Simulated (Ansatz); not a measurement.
# An extra electron or hole in a frame of aqueous Cd2+ and triflate, 1.6 mol of salt per kg of water from 300 K (122 atoms), part 4 of 4

Aim: add and remove one electron in a frame of aqueous Cd2+ and triflate, 1.6 mol of salt per kg of water from 300 K (122 atoms), with atoms held and relaxed, and read trapping energy and localisation.

Ansatz 0.2.0; Kohn-Sham DFT, PBE+D4, PAW (set soft_2), plane waves.

The cell: 41 O, 2 S, 2 C, 6 F, 70 H and 1 Cd. The network of contacts between molecules at the start is that of the classical potential that made the cell. Sampling is at Γ alone, for a cell whose shortest periodic width is 11 Å. The liquid is relaxed first.

So far. Step 10 (An extra hole, atoms relaxed): An extra hole, atoms relaxed: the energy stands 1.97 eV above that of the reference, with a moment of 1.00 μB. Step 11 (An extra hole, levels at the relaxed geometry): An extra hole, levels at the relaxed geometry: the energy stands 1.97 eV above that of the reference, with a moment of 1.00 μB.

## Step 11: An extra hole, levels at the relaxed geometry (continued)

Spin density in the ab plane at fractional z = 0.256, with atoms of F and H and O and Cd within 0.2 Å of it.

Values in units of 1e-2 e/Å³, 13 rows by 16 columns, each cell a mean:
```
 0.0  0.0  0.1  0.0  0.0  0.0  0.0  0.0  0.0  0.0  0.0  0.0  0.0  0.0  0.0  0.0
 0.0  0.0  0.0  0.0  0.0  0.0  0.0  0.0  0.0  0.0  0.0  0.0  0.0  0.0  0.0  0.0
 0.0  0.0  0.2  0.0  0.0  0.0  0.0  0.0  0.0  0.0  0.0  0.0  0.0  0.0  0.0  0.0
 0.0  0.1  0.3  0.0  0.0  0.0  0.2  0.3  0.1  0.0  0.0  0.0  0.0  0.0  0.0  0.0
 0.0  0.0  0.0  0.0  0.0  0.0  0.1  0.2  0.2  0.0  0.0  0.0  0.0  0.0  0.0  0.0
 0.0  0.0  0.0  0.0  0.0  0.0  0.0  0.0  0.0  0.0  0.0  0.0  0.4  0.4  0.0  0.0
 0.0  0.0  0.0  0.0  0.0  0.0  0.0  0.0  0.0  0.0  0.0  0.0  0.1  0.1  0.0  0.0
 0.0 -0.1  0.0  0.0  0.0  0.0  0.0  0.0  0.0  0.0  0.0  0.0  0.0  0.0  0.0  0.0
 0.0  0.9  0.8  0.0  0.0  0.0  0.0  0.0  0.0  0.0  0.2  0.1  0.0  0.0  0.0  0.0
 0.4  4.5  2.0 -0.1  0.0  0.0  0.0  0.0  0.0  0.0  0.0  0.0  0.0  0.0  0.0  0.0
-0.1  0.3  0.2  0.0  0.0  0.0  0.0  0.0  0.0  0.0  0.0  0.0  0.0  0.0  0.0  0.0
 0.0  0.0  0.1  0.0  0.0  0.0  0.0  0.0  0.0  0.0  0.0  0.0  0.0  0.0  0.2  0.1
 0.0  0.1  0.5  0.3  0.0  0.0  0.0  0.0  0.0  0.0  0.0  0.0  0.0  0.0  0.0  0.0
```
Columns run along a (10.8 Å), rows up along b (10.8 Å). Atoms in or near the plane, at fractional coordinates: F at (0.51, 0.96), H at (0.77, 0.46), O at (0.14, 0.76), O at (0.67, 0.33), Cd at (0.10, 0.27).

## Step 12: Neutral at the geometry of the hole

The neutral cell at the new geometry gives the energy of that geometry without the charge.

Contents of input.yaml:

```yaml
crystal:
  lattice:
    - [10.82721, 0.0, 0.0]
    - [0.0, 10.82721, 0.0]
    - [0.0, 0.0, 10.82721]
  atoms:
    - { symbol: O, position: [0.72888, 0.88833, 0.9] }
    - { symbol: S, position: [0.59915, 0.92436, 0.88881] }
    - { symbol: O, position: [0.56786, 0.04168, 0.95009] }
    - { symbol: O, position: [0.511, 0.82407, 0.91222] }
    - { symbol: C, position: [0.5799, 0.95855, 0.72044] }
    - { symbol: F, position: [0.66023, 0.04621, 0.68387] }
    [... 110 atom lines left out ...]
    - { symbol: H, position: [0.87496, 0.16999, 0.40013] }
    - { symbol: H, position: [0.97583, 0.05989, 0.38744] }
    - { symbol: O, position: [0.28757, 0.79357, 0.0737] }
    - { symbol: H, position: [0.30115, 0.88222, 0.05209] }
    - { symbol: H, position: [0.36565, 0.76441, 0.10921] }
    - { symbol: Cd, position: [0.09549, 0.2749, 0.27438] }
kpoints:
  mp_grid: { grid: [1, 1, 1] }
hamiltonian:
  xc: pbe
  dispersion: d4
scf:
  occupations: { method: fermi_dirac, width: 0.05 }
output:
  forces: true
  stress: true
  populations: true
  dos:
    method: { smearing: { sigma: 0.08 } }
    de: 0.1
    projected: { site_lists: { C: [C], Cd: [Cd], F: [F], H: [H], O: [O] } }
  eigenvalues: true
```

The run is started by

```console
> ansatz run input.yaml --threads 4 --pin off --max-ram 8192MiB --backend cpu --events-out ev --progress --plain --runs-dir out
```

Numbers of over 12 decimals in the logs are rounded to 6 here.

What it wrote:

```text
[...]
Crystal: 122 atoms, lattice volume = 1269.257 Å³
Basis set: ecut = 420 eV, 24837 PW (Γ), exchange–correlation on 150×150×150 points (8 copies of the dense FFT grid, shifted against one another)
Bands: 321, of which v1, the nominal top of the filled ones, is band 199 counted from 1 (198 counted from 0)
Symmetry: 1 space group operations
[...]
k-points: 1
[...]
SCF iter   1: F=—  HF=-39804.936098 eV  |F-HF|=—  |Δ(HF+E_count)|=         —  Δρ=3.45e-3  dr2=2.30e-1  ethr=1.77e-3  ⟨swp⟩=5.0  Hψ=1381  notcnv=0  defer=97
[...]
SCF iter   8: F=—  HF=-39804.790503 eV  |F-HF|=—  |Δ(HF+E_count)|=   1.09e-7  Δρ=8.79e-6  dr2=8.61e-7  ethr=1.67e-9  ⟨swp⟩=2.0  Hψ=395  notcnv=0  defer=115
SCF iter   9: F=-39804.790503 eV  HF=-39804.790503 eV  |F-HF|=6.41e-9  |Δ(HF+E_count)|=   2.48e-7  Δρ=2.78e-6  dr2=9.56e-8  ethr=2.51e-11  ⟨swp⟩=14.0  Hψ=2243  notcnv=0
SCF 1 converged in 9 iterations: F = -39804.790503 eV  dr2 = 9.56e-8
[...]
SCF converged after 9 iterations
Free energy (F): -39804.790503 eV
[...]
Internal energy: -39804.790503 eV  (E = F + TS)
E sigma→0 (E₀):  -39804.790503 eV
Fermi energy:    0.936184 eV
[...]
Σ components = -39804.790503   (vs F -39804.790503, Δ=0.00e0)
--- Forces (eV/Å), atoms counted from 1 ---
  atom   1  O     -0.22108880     0.02271157    -0.12176523
  atom   2  S      0.40759896    -0.22456878     0.33942402
  atom   3  O     -0.10235915     0.04070054    -0.08776856
  atom   4  O     -0.14773494    -0.04435306    -0.12053108
[...]
atom 122  Cd    -0.10405080    -0.04717574    -0.05311161
  max |Σ_I F_I| component: 7.96e-5 eV/Å
--- Stress (GPa, compression-positive) ---
       -0.076038       0.078340      -0.046082
        0.078340      -0.152612       0.133695
       -0.046082       0.133695       0.038753
  P = ⅓ Tr σ = -0.0633 GPa (-0.633 kbar)
--- Band table (eV) ---
[...]
--- Löwdin populations: 122 sites ---
  site symbol       q [e]
     0      O      6.7484
     1      S      3.7240
     2      O      6.7488
[...]
121     Cd     18.4868
  spilling = 0.011483 (of n_electrons = 398.000000)
```

Wall time 12 s (4 threads of Intel Xeon Platinum 8488C (Sapphire Rapids), shared host); peak memory 1.6 GiB.

Neutral at the geometry of the hole: the energy stands 0.129 eV above that of the reference.

## Step 13: Energies and spread of the extra charge

Energies are differences within one cell and functional; the shift is the gain plus the neutral cell's energy at the new geometry, that is how much cheaper the vertical process becomes there. The spread is the participation number of the site moments (1/Σw², over the spin inside atomic spheres), with the atom that holds the largest share and the spin that the spheres hold in all.

```csv
carrier,"charged less neutral, atoms held (eV)",gain on relaxing (eV),"neutral cell at that geometry, less the reference (eV)",shift of the vertical energy (eV),"spread, atoms held","spread, relaxed"
electron,3.169,0.032,0.045,0.078,-,-
hole,2.065,0.093,0.129,0.222,22; O1 8 % of 0.47 μB,16; Cd122 11 % of 0.47 μB
```

## Step 14: What came out

The extra electron gains 0.032 eV as the atoms relax: so small a gain shows no trapping at this level. The cell with the electron keeps a moment of only 0.00 μB where one unpaired electron should give 1 μB: the carrier is shared between both spins, which can hide trapping. The extra hole gains 0.093 eV as the atoms relax, and its spin goes from about 22 to 16 atoms: it stays spread out at this level. The hole is shared among 3 partly filled levels, as near-degenerate levels under the smearing give, and as self-interaction favours. With the atoms held, the spheres hold only 0.47 of the 1.00 μB, so the spread is read from a small part of the spin. Adding the two vertical energies gives 5.23 eV, against a gap of 4.99 eV in the neutral cell. The zero of the potential cancels in this sum; the excess isn't taken apart here: charging of a small cell, filling of bands on a coarse mesh and the attraction to the background can all enter.

Caveats: Single energies of charged cells hang on the program's zero of potential. In the spin-polarised runs the search for a state of lower energy was switched off. No distortion was seeded, so a trapped state behind a barrier can't be found. Local and semilocal functionals favour spread-out charges, so trapping can be missed. The density was typed from a rule of thumb and may lie off the real one at this temperature. Charged cells carry a uniform background, with no correction for images.

The DFT runs together took 13 min of wall time.

[Logs are printed without paths, hosts, clocks, repeated set-up lines and the standing remarks that a program may print on its own settings, such as how far it seeks lower states.]

[Hosts, paths, dates, database ids (printed as entryN), source tags and the programs' standing remarks are cut or masked in the printed files.]
